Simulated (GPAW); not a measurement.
# Near-edge structure at the Al K edge of Al2Ru (I4/mmm), part 3 of 3

Aim: the near-edge shape at the Al K edge of Al2Ru (I4/mmm), and what the core hole does to it.

GPAW 26.7.0; X-ray absorption from dipole matrix elements to empty bands, plane-wave PAW LDA.

So far. Step 5 (Spectrum with XCH, Al atom 2): Main maxima below 24 eV (height): 3.4 eV (1.32), 5.1 eV (1.29) and 8.7 eV (1.51).  Step 5 (Spectrum with XCH, Al atom 2): The total-energy difference is 1563.35 eV. One term is added: -13.88 eV, since the hole is spin-paired here and a spin-polarised one costs that much less in the free atom (computed apart). The photon energy is then 1549.47 eV. The tabulated edge of the element is 1559 eV.

## (7) Spectrum with XCH, Al atom 2

A smaller cell brings the holes closer; here they are 4.4 Å apart.

Changed against the first core-hole run: supercell atoms from 27 to 9; the field's mesh follows (4×4×4 to 7×7×7).

The input, xas.py:

```python
import numpy as np
from ase import Atoms
from ase.parallel import parprint, paropen
from gpaw import GPAW, PW, FermiDirac, Mixer, MixerDif, setup_paths
from gpaw.test import gen
setup_paths.insert(0, '.')
gen('Al', name='fch1s', xcname='LDA', corehole=(1, 0, 1), write_xml=True)
from gpaw.mpi import world
world.barrier()

atoms = Atoms('Ru3Al6',
    cell=[[-3.12084324, 3.12084324, 0],
     [1.56042162, -1.56042162, -4.22180559],
     [-3.12084324, -6.24168648, -0]],
    scaled_positions=[[0, 0, 0],
     [0.66666667, 0, 0.33333333],
     [0.33333333, 0, 0.66666667],
     [0.65920219, 0.31840438, 0],
     [0.32586886, 0.31840438, 0.33333333],
     [0.99253552, 0.31840438, 0.66666667],
     [0.34079781, 0.68159562, 0],
     [0.00746448, 0.68159562, 0.33333333],
     [0.67413114, 0.68159562, 0.66666667]],
    pbc=True)
atoms.calc = calc = GPAW(legacy_gpaw=True, mode=PW(430), xc='LDA', setups={3: 'fch1s'},
    kpts={'size': (7, 7, 7), 'gamma': True}, occupations=FermiDirac(0.1),
    charge=-1, mixer=Mixer(0.1, 5, 50), maxiter=150,
    convergence={'density': 0.0001}, txt='scf.txt')
energy = atoms.get_potential_energy() + calc.get_reference_energy()
ef = calc.get_fermi_level()
out = dict(energy=energy, fermi=ef, forces=atoms.get_forces().tolist())
parprint(f'all-electron energy {energy:.4f} eV, Fermi level {ef:.4f} eV')
ev = np.array([[calc.get_eigenvalues(k, s) for k in range(len(calc.get_ibz_k_points()))] for s in range(calc.get_number_of_spins())])
out['homo'], out['lumo'], out['counts'] = ev[ev < ef].max(), ev[ev > ef].min(), sorted(set((ev < ef).sum((0, 2)).tolist()))
out['filled'] = (ev[:, 0] < ef).sum(1).tolist()

from ase.units import Ha
from gpaw.xas import dipole_matrix_elements
nb = int(calc.get_number_of_electrons() / 2) + 91
top, nb = nb, nb + 8 + nb // 12
nscf = calc.fixed_density(kpts={'size': (8, 8, 8), 'gamma': True}, nbands=nb,
    convergence={'bands': top, 'eigenstates': 1e-5}, maxiter=60, txt='nscf.txt')
cell = atoms.cell.array
ops = [cell.T @ U.T @ np.linalg.inv(cell.T) for U in nscf.wfs.kd.symmetry.op_scc]
E = np.arange(-6, 34, 0.1)
fwhm = np.interp(E, [4, 25], [0.9, 3.5])
Y, X, zero, highest = 0, 0, 1e9, 1e9
for spin in range(nscf.get_number_of_spins()):
    wfs = nscf.wfs
    A = dipole_matrix_elements(wfs.setups[3])
    eps = np.zeros((wfs.kd.nibzkpts, nb))
    d = np.zeros((3, A.shape[1], wfs.kd.nibzkpts, nb), complex)
    for kpt in wfs.kpt_u:
        if kpt.s == spin and 3 in kpt.P_ani:
            eps[kpt.k] = kpt.eps_n * Ha
            d[:, :, kpt.k] = (kpt.weight * wfs.nspins / 2) ** 0.5 * np.inner(A, kpt.P_ani[3])
    world.sum(eps)
    world.sum(d)
    T = np.einsum('amkn,bmkn->abkn', d, d.conj()).real
    T = sum(np.einsum('ai,ijkn,bj->abkn', R, T, R) for R in ops) / len(ops)
    empty = eps > ef
    zero, highest = min(zero, eps[empty].min()), min(highest, eps[:, top - 1].min())
    lines = [(eps, T, empty)] if spin == 0 else lines + [(eps, T, empty)]
for eps, T, empty in lines:
    f = np.einsum('aakn->akn', T).reshape(3, -1)
    x = eps.ravel() - zero
    w = np.interp(x, E, fwhm) / 2.35482
    g = np.exp(-0.5 * ((E[:, None] - x) / w) ** 2) / (w * (2 * np.pi) ** 0.5)
    Y = Y + (f * empty.ravel()) @ g.T
    X = X + (f * ~empty.ravel()) @ g.T
out.update(E=E.round(2).tolist(), xas=Y.tolist(), xes=X.tolist(), zero=zero, valid=highest - zero, nk=len(eps), nb=nb)
for i in range(0, len(E), 10):
    parprint(f'{E[i]:7.2f}', *(f'{v:10.3e}' for v in Y[:, i]))
import json
with paropen('out.json', 'w') as f:
    json.dump(out, f)
```

The run is started by

```console
$ OMP_NUM_THREADS=1 mpirun -n 4 gpaw python xas.py
```

Numbers of over 12 decimals in the logs are rounded to 6 here.

The log of the run:

```text
Input parameters:
  charge: -1
  convergence: {density: 0.0001}
  kpts: {gamma: True,
         size: (7, 7, 7)}
  maxiter: 150
  mixer: {backend: pulay,
          beta: 0.1,
          method: separate,
          nmaxold: 5,
          weight: 50}
  mode: {ecut: 430.0,
         name: pw}
  occupations: {fixmagmom: False,
                name: fermi-dirac,
                width: 0.1}
  setups: {3: fch1s}

Initialize ...

[...]
warnings.warn('Using symmetrized grid: ({},{},{}).\n'.format(*N_c))
<dir> UserWarning: Initial realspace grid (24,24,35) inconsistent with symmetries.
  warnings.warn(
<dir> UserWarning: Using symmetrized grid: (35,35,35).

  warnings.warn('Using symmetrized grid: ({},{},{}).\n'.format(*N_c))
all-electron energy -407341.0693 eV, Fermi level 10.3070 eV
[...]
32.00  6.623e-06  6.623e-06  6.630e-06
  33.00  6.774e-06  6.774e-06  6.871e-06
[key lines of the parts left out:]
Converged after 16 iterations.
Dipole moment: (0.016744, -0.016744, -0.001653) |e|*Ang
Free energy:    -73.397994
Fermi level: 10.30698
```

Elapsed: 5 min, on 4 MPI ranks of Arm Neoverse V2, shared host; peak memory 0.58 GiB.

These settings depart from the first run's and aren't meant as converged.

Against the first run the r.m.s. difference is 6 %. The highest intensity below 16 eV goes from 8.7 eV (1.51) to 8.4 eV (1.51).

| E (eV) | first run | this run |
| --- | --- | --- |
| -2.0 | 0.00 | 0.00 |
| -0.5 | 0.05 | 0.07 |
| 1.0 | 0.49 | 0.53 |
| 2.5 | 1.11 | 1.20 |
| 4.0 | 1.24 | 1.43 |
| 5.5 | 1.28 | 1.21 |
| 7.0 | 1.09 | 1.02 |
| 8.5 | 1.48 | 1.50 |
| 10.0 | 1.15 | 1.11 |
| 11.5 | 1.06 | 1.05 |
| 13.0 | 0.94 | 0.94 |
| 14.5 | 0.89 | 0.93 |
| 16.0 | 0.84 | 0.82 |
| 17.5 | 0.76 | 0.76 |
| 19.0 | 0.74 | 0.72 |
| 20.5 | 0.67 | 0.66 |
| 22.0 | 0.67 | 0.67 |
| 23.5 | 0.71 | 0.69 |
| 25.0 | 0.73 | 0.71 |
| 26.5 | 0.70 | 0.69 |
| 28.0 | 0.68 | 0.68 |
| 29.5 | 0.70 | 0.73 |
| 31.0 | 0.80 | 0.84 |

## (8) With and without the hole

Both curves are counted from their own zero, so only the shift of weight within the empty states shows.

```csv
E (eV),no hole,XCH
-2.0,0.00,0.00
-1.0,0.00,0.00
0.0,0.14,0.27
1.0,0.33,0.49
2.0,0.39,0.88
3.0,0.74,1.29
4.0,0.86,1.24
5.0,0.93,1.29
6.0,1.02,1.25
7.0,1.00,1.09
8.0,0.94,1.30
9.0,1.29,1.48
10.0,1.44,1.15
11.0,1.29,1.06
12.0,1.31,1.04
13.0,1.26,0.94
14.0,1.19,0.89
15.0,1.19,0.89
16.0,1.17,0.84
17.0,1.08,0.78
18.0,0.99,0.76
19.0,0.96,0.74
20.0,0.92,0.69
21.0,0.86,0.66
22.0,0.83,0.67
23.0,0.84,0.70
24.0,0.85,0.72
25.0,0.86,0.73
26.0,0.85,0.72
27.0,0.82,0.69
28.0,0.77,0.68
29.0,0.73,0.69
30.0,0.72,0.73
31.0,0.75,0.80
32.0,0.83,0.88
```

With each curve scaled to its own mean, the area from −2 to 6 eV with the hole is 6.1 against 3.9, and the centre of weight from −1 to 20 eV moves by -1.5 eV: the hole pulls the absorber's empty states down.

## (9) Summary of results

- absorber and edge: Al K, atom 2 of the ground-state input (counted from 1)
- surroundings: 4 Ru at 2.58 Å, 5 Al at 2.69 Å, 1 Ru at 2.88 Å and 4 Al at 3.12 Å (14-fold, site symmetry 4mm)
- highest intensity below 16 eV: 8.7 eV above the zero, height 1.51
- photon energy of the zero, with the added terms: 1549.5 eV (raw 1563.3 eV; LDA puts this hole about 7 eV below PBE, itself good to a few eV)

What this shows: The Al K edge of atom 2, with 4 Ru at 2.58 Å, 5 Al at 2.69 Å, 1 Ru at 2.88 Å and 4 Al at 3.12 Å (14-fold, site symmetry 4mm), has its highest intensity of the first 16 eV at 8.7 eV above the zero, near 1558 eV in photon energy (LDA puts this hole about 7 eV below PBE, itself good to a few eV), 1.5 times the mean level of the first 20 eV (Gaussian full width 0.9 eV up to 4 eV, rising linearly to 3.5 eV at 25 eV). With each curve scaled to its own mean, the area from −2 to 6 eV with the hole is 6.1 against 3.9, and the centre of weight from −1 to 20 eV moves by -1.5 eV: the hole pulls the absorber's empty states down. A cell with holes 4.4 Å apart changes the curve by 6 % r.m.s. (5 % after the best shift). At the Al K edge of atom 2 polarisation matters most near 2.8 eV, where the curves differ by 0.6 on this scale. Lifetime broadening is put in by hand, and intensities beyond about 20 eV depend on it and on the partial waves; weight that the partial waves miss at high energy is lost. The structure is a computed Materials Project entry and may be a hypothetical form.

[Banner, clock and machine lines of the logs are left out without a mark of their own.]

[Logs are printed without paths, hosts, clocks, repeated set-up lines and the standing remarks that a program may print on its own settings, such as how far it seeks lower states.]

[Hosts, paths, dates, database ids (printed as entryN), source tags and the programs' standing remarks are cut or masked in the printed files.]

[Lists of maxima count a maximum above −3 eV only where it reaches 4 % of the highest in the window and stands out from its surroundings by 2 % of it (1.5 % where it reaches 55 %); shoulders and weaker maxima are passed over, and of the rest the first, up to two pre-edge ones and the few strongest are named.]
